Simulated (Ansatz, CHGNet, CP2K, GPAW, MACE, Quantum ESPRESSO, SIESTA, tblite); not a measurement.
# Running random packing of 73Na2S-27P2S5 (mol %) (61 atoms) with Quantum ESPRESSO

How near does Quantum ESPRESSO come to plane waves for random packing of 73Na2S-27P2S5 (mol %) (61 atoms)?

Method: the method is named at each step, in Quantum ESPRESSO 7.5.

**1. Starting point**

The cell holds 61 atoms: 22 Na, 31 S and 8 P. Cell: a = 10.809 Å, b = 10.809 Å, c = 10.809 Å, α = 90.0°, β = 90.0°, γ = 90.0°. 61 atoms (22 Na, 31 S, 8 P) packed at random in a cube at 2.3 g/cm³ and pushed apart as soft spheres, cations and anions kept from their own kind; a start for melting by ab initio MD, not an equilibrated structure. Then every atom was moved at random, 0.02 Å r.m.s. a Cartesian component.

The yardstick, on the same geometry:

| Property | Result |
| --- | --- |
| method | Kohn-Sham DFT, PBE, PAW, plane waves (Ansatz 0.2.0); cutoff 420 eV, Γ point, fermi-dirac smearing of 0.05 eV; PAW set soft_2 |
| r.m.s. force component | 0.6111 eV/Å |
| longest force | 2.476 eV/Å |
| pressure | 2.399 GPa |
| SCF cycles | 13 |
| time | 7.9 s on 8 threads of Arm Neoverse V2, shared host |
| CPU time | 56 s |

**2. PBE, sssp-1.3.0-efficiency, 45/360 Ry**

Method: Kohn-Sham DFT, PBE, SSSP efficiency 1.3.0 pseudopotentials, plane waves.

pw.in

```
&control
  calculation = 'scf'
  pseudo_dir = './pseudo'
  outdir = './tmp'
  disk_io = 'none'
  tprnfor = .true.
  tstress = .true.
/
&system
  ibrav = 0
  nat = 61
  ntyp = 3
  ecutwfc = 45
  ecutrho = 360
  nosym = .true.
  occupations = 'smearing'
  smearing = 'fd'
  degauss = 0.003675
/
&electrons
  conv_thr = 3.0e-07
  electron_maxstep = 100
  mixing_beta = 0.4
  mixing_mode = 'plain'
  diagonalization = 'david'
/
ATOMIC_SPECIES
Na 22.990 Na.upf
S 32.060 S.upf
P 30.974 P.upf
CELL_PARAMETERS angstrom
10.80850 0.00000 0.00000
0.00000 10.80850 0.00000
0.00000 0.00000 10.80850
ATOMIC_POSITIONS crystal
Na 0.95930 0.28527 0.65533
Na 0.76308 0.59293 0.20262
Na 0.21773 0.38055 0.00606
Na 0.22988 0.68762 0.70663
Na 0.53213 0.13971 0.63313
Na 0.22997 0.09252 0.52840
Na 0.28988 0.65901 0.99105
Na 0.46512 0.08672 0.35936
Na 0.44776 0.60181 0.30125
Na 0.89557 0.83867 0.41912
Na 0.01434 0.56911 0.06743
Na 0.96145 0.10378 0.96541
Na 0.88816 0.52514 0.79020
Na 0.62510 0.34744 0.17793
Na 0.63181 0.67562 0.96002
Na 0.54791 0.35949 0.44859
Na 0.58366 0.98810 0.11620
Na 0.82123 0.04919 0.59464
Na 0.90270 0.05246 0.24134
Na 0.13896 0.88871 0.90793
Na 0.38544 0.85376 0.50850
Na 0.17668 0.90796 0.32293
S 0.99684 0.74397 0.77029
S 0.61391 0.91055 0.58570
S 0.40294 0.22380 0.07435
S 0.88631 0.58664 0.41291
S 0.71702 0.82934 0.25036
S 0.27651 0.62797 0.47060
S 0.49946 0.53736 0.61512
S 0.47102 0.49722 0.05656
S 0.00887 0.77215 0.20991
S 0.46652 0.77353 0.12927
S 0.24372 0.47856 0.22911
S 0.75411 0.66859 0.64770
S 0.75338 0.39676 0.57394
S 0.14378 0.86648 0.55583
S 0.69271 0.16150 0.42202
S 0.75290 0.46516 0.98966
S 0.31163 0.33111 0.52765
S 0.95931 0.33356 0.17560
S 0.26685 0.97379 0.10111
S 0.99670 0.14660 0.45315
S 0.54984 0.35781 0.82709
S 0.83161 0.81825 0.98613
S 0.38919 0.01455 0.78098
S 0.74968 0.16930 0.07887
S 0.28970 0.45872 0.78445
S 0.23058 0.17794 0.29614
S 0.00642 0.33618 0.89386
S 0.06139 0.50669 0.61691
S 0.02635 0.06181 0.73296
S 0.44691 0.73251 0.81535
S 0.71590 0.12451 0.79978
P 0.26272 0.27756 0.74407
P 0.34932 0.32264 0.25408
P 0.67181 0.92865 0.84291
[... 1 atom lines left out ...]
P 0.11430 0.62361 0.36864
P 0.00206 0.41657 0.40605
P 0.57155 0.18289 0.91049
P 0.61077 0.68538 0.51260
K_POINTS gamma
```

Run with:

```sh
$ OMP_NUM_THREADS=1 mpirun -np 4 pw.x -in pw.in > output.txt
```

Output:

```text
Program PWSCF
     gamma-point specific algorithms are used
     one sub-group per band group will be used
     scalapack distributed-memory algorithm (size of sub-group:  2*  2 procs)
     Parallelization info
     sticks:   dense  smooth     PW     G-vecs:    dense   smooth      PW
     Min        2985    1493    369               245610    87003   10874
     Max        2988    1496    372               245616    87008   10884
     Sum       11945    5981   1481               982451   348027   43507
     bravais-lattice index     =            0
     lattice parameter (alat)  =      20.4251  a.u.
     unit-cell volume          =    8521.0455 (a.u.)^3
     number of atoms/cell      =           61
     number of atomic types    =            3
     number of electrons       =       424.00
     number of Kohn-Sham states=          254
     kinetic-energy cutoff     =      45.0000  Ry
     charge density cutoff     =     360.0000  Ry
     scf convergence threshold =      3.0E-07
     mixing beta               =       0.4000
     number of iterations used =            8  plain     mixing
     Exchange-correlation= PBE
                           (   1   4   3   4   0   0   0)
     crystal axes: (cart. coord. in units of alat)
               a(1) = (   1.000000   0.000000   0.000000 )
               a(2) = (   0.000000   1.000000   0.000000 )
               a(3) = (   0.000000   0.000000   1.000000 )
     reciprocal axes: (cart. coord. in units 2 pi/alat)
               b(1) = (  1.000000  0.000000  0.000000 )
               b(2) = (  0.000000  1.000000  0.000000 )
               b(3) = (  0.000000  0.000000  1.000000 )
     PseudoPot. # 1 for Na:
     Pseudo is Ultrasoft, Zval =  9.0
     PseudoPot. # 2 for S :
     Pseudo is Ultrasoft + core correction, Zval =  6.0
     PseudoPot. # 3 for P :
     Pseudo is Ultrasoft + core correction, Zval =  5.0
     atomic species   valence    mass     pseudopotential
     Na                9.00    22.99000     Na( 1.00)
     S                 6.00    32.06000     S ( 1.00)
     P                 5.00    30.97400     P ( 1.00)
     No symmetry found
   Cartesian axes
     number of k points=     1  Fermi-Dirac smearing, width (Ry)=  0.0037
                       cart. coord. in units 2pi/alat
        k(    1) = (   0.0000000   0.0000000   0.0000000), wk =   2.0000000
     Dense  grid:   491226 G-vectors     FFT dimensions: ( 125, 125, 125)
     Smooth grid:   174014 G-vectors     FFT dimensions: (  90,  90,  90)
     Initial potential from superposition of free atoms
     starting charge     423.8592, renormalised to     424.0000
     Starting wfcs are  266 randomized atomic wfcs
     Self-consistent Calculation
     iteration #  1     ecut=    45.00 Ry     beta= 0.40
     total energy              =   -2954.36588333 Ry
     estimated scf accuracy    <       6.72524610 Ry
     iteration #  2     ecut=    45.00 Ry     beta= 0.40
     total energy              =   -2953.00790072 Ry
     estimated scf accuracy    <      50.37294915 Ry
     iteration #  3     ecut=    45.00 Ry     beta= 0.40
     total energy              =   -2956.61523823 Ry
     estimated scf accuracy    <       8.11429651 Ry
     iteration #  4     ecut=    45.00 Ry     beta= 0.40
     total energy              =   -2957.10560521 Ry
     estimated scf accuracy    <       1.80194410 Ry
     iteration #  5     ecut=    45.00 Ry     beta= 0.40
     total energy              =   -2957.17747318 Ry
     estimated scf accuracy    <       1.23444633 Ry
     iteration #  6     ecut=    45.00 Ry     beta= 0.40
     total energy              =   -2957.21567188 Ry
     estimated scf accuracy    <       0.85463198 Ry
[...]
total energy              =   -2957.28431227 Ry
[...]
iteration # 39     ecut=    45.00 Ry     beta= 0.40
     total energy              =   -2957.28431229 Ry
     estimated scf accuracy    <       0.00000049 Ry
     iteration # 40     ecut=    45.00 Ry     beta= 0.40
     total energy              =   -2957.28431230 Ry
     estimated scf accuracy    <       0.00000034 Ry
     iteration # 41     ecut=    45.00 Ry     beta= 0.40
     End of self-consistent calculation
          k = 0.0000 0.0000 0.0000 ( 21754 PWs)   bands (ev):
   -48.1007 -47.5902 -47.4410 -47.3284 -47.3266 -47.1054 -47.0944 -47.0783
   -47.0310 -47.0245 -46.8986 -46.8746 -46.8613 -46.8097 -46.7550 -46.7212
   -46.6566 -46.3876 -46.2128 -45.9409 -45.8955 -45.8768 -20.0844 -20.0463
   -19.9596 -19.5786 -19.5232 -19.4852 -19.4268 -19.3560 -19.3208 -19.2946
   -19.2738 -19.2698 -19.2653 -19.2434 -19.2318 -19.0804 -19.0798 -19.0533
   -19.0497 -19.0254 -19.0192 -19.0013 -19.0004 -18.9919 -18.9815 -18.9790
[...]
5.6672   5.7444   5.9847   6.3856   6.4093   6.5857   6.7650   7.0608
     7.1150   7.2606   7.3376   7.3764   7.5507   7.7197   7.8053   7.9048
     8.0420   8.0826   8.2322   8.3191   8.5017   8.5646   8.7671   8.8677
     8.9636   9.0120   9.1802   9.3401   9.4727   9.6236
     the Fermi energy is     4.6421 ev
!    total energy              =   -2957.28431215 Ry
     estimated scf accuracy    <       0.00000022 Ry
     smearing contrib. (-TS)   =      -0.02754552 Ry
     internal energy E=F+TS    =   -2957.25676663 Ry
     The total energy is F=E-TS. E is the sum of the following terms:
     one-electron contribution =   -1750.95628154 Ry
     hartree contribution      =    1020.49418081 Ry
     xc contribution           =    -611.77569784 Ry
     ewald contribution        =   -1615.01896807 Ry
     convergence has been achieved in  41 iterations
     Forces acting on atoms (cartesian axes, Ry/au):
     atom    1 type  1   force =     0.00262203   -0.00510997    0.00378005
     atom    2 type  1   force =     0.00333796    0.00866699   -0.00620138
     atom    3 type  1   force =    -0.00155454   -0.02467551    0.00011937
     atom    4 type  1   force =     0.00187284   -0.00064426   -0.00749517
     atom    5 type  1   force =     0.00577364    0.03337521   -0.00825172
     atom    6 type  1   force =    -0.02289379    0.01832655    0.03635266
[...]
atom   59 type  3   force =    -0.00668956    0.04438660   -0.00326716
     atom   60 type  3   force =     0.03426843    0.05980473    0.04361068
     atom   61 type  3   force =     0.01108593   -0.01842758    0.08511505
     Total force =     0.322268     Total SCF correction =     0.001465
     Computing stress (Cartesian axis) and pressure
          total   stress  (Ry/bohr**3)                   (kbar)     P=       24.95
   0.00021749   0.00002341  -0.00004952           31.99        3.44       -7.29
   0.00002341   0.00013261   0.00001460            3.44       19.51        2.15
  -0.00004952   0.00001460   0.00015881           -7.29        2.15       23.36
     Message from routine punch:
     Nothing written, as per user request (disk_io='none')
```

Wall time 4.6 min (4 MPI ranks of Arm Neoverse V2, shared host); peak memory 2.8 GiB; 18 min of CPU time.

Banners, paths, timers and routine set-up lines are dropped from the logs unmarked, and long logs keep their key lines alone; longer cuts are marked.

Numbers from this run, and their distance from the reference:

| Item | Value |
| --- | --- |
| r.m.s. force component | 0.6125 eV/Å |
| r.m.s. difference of force components | 6.582 meV/Å |
| longest difference of force vectors | 24.25 meV/Å |
| force difference over r.m.s. force | 1.077 % |
| slope of forces against the reference's | 1.002 |
| correlation of force components | 0.9999 |
| pressure | 2.495 GPa |
| pressure difference | 0.0959 GPa |

Length of the force difference by element (eV/Å):

```tsv
element	atoms	mean	most
Na	22	0.010	0.020
P	8	0.0073	0.011
S	31	0.011	0.024
```

Local excerpt of 11 atoms (numbers count through the whole input) about S38, picked at random; x, y, z are measured from there.

```tsv
atom	x	y	z	distance (Å)	bonds	Fx	Fy	Fz (eV/Å)
S38	0.00	0.00	0.00	0.00	5	0.21	-0.37	0.30
Na15	-1.31	2.27	-0.32	2.64	5	-0.13	0.01	-0.23
Na13	1.46	0.65	-2.16	2.68	6	-0.38	-0.25	0.20
Na2	0.11	1.38	2.30	2.69	3	0.09	0.22	-0.16
Na14	-1.38	-1.27	2.03	2.77	4	0.33	-0.40	-0.09
S43	-2.19	-1.16	-1.76	3.04	2	0.41	-0.94	0.71
S30	-3.05	0.35	0.72	3.15	5	0.49	0.22	0.33
Na11	2.83	1.12	0.84	3.15	4	-0.53	-0.28	-0.21
S49	2.74	-1.39	-1.04	3.24	5	0.19	0.12	0.49
S40	2.23	-1.42	2.01	3.32	1	-0.17	0.20	0.75
S46	-0.03	-3.20	0.96	3.34	4	-0.82	0.20	-0.49
```

Forces lie 1.1 % from the reference's, at 20 times its CPU time (on 4 against 8 cores).

**3. Summary of results**

- force difference from the reference: QE PBE, sssp-1.3.0-efficiency, 45/360 Ry, 1.1 %
- its CPU time: 18 min

What this shows: PBE on plane waves or a grid with other potentials, cutoffs or grids differs from the reference by 1.1 % (QE PBE, sssp-1.3.0-efficiency, 45/360 Ry) of the r.m.s. force; this holds the reference's own error, so differences of a few per cent don't tell which side is nearer the exact PBE result (QE's 45 Ry are 612 eV, against the reference's 420 eV). The reference's pressure of 2.4 GPa belongs to a cell and atoms that aren't relaxed at this level. The electronic-structure runs sample only Γ, in a cell whose shortest periodic width is 11 Å, which is coarse for a cell with partly filled levels.

[Also dropped from logs without a mark: logging warnings of Python, and SIESTA's first energy breakdown and zero terms.]

[Logs are printed without paths, hosts, clocks, repeated set-up lines and the standing remarks that a program may print on its own settings, such as how far it seeks lower states.]

[Hosts, paths, dates, database ids (printed as entryN), source tags and the programs' standing remarks are cut or masked in the printed files.]
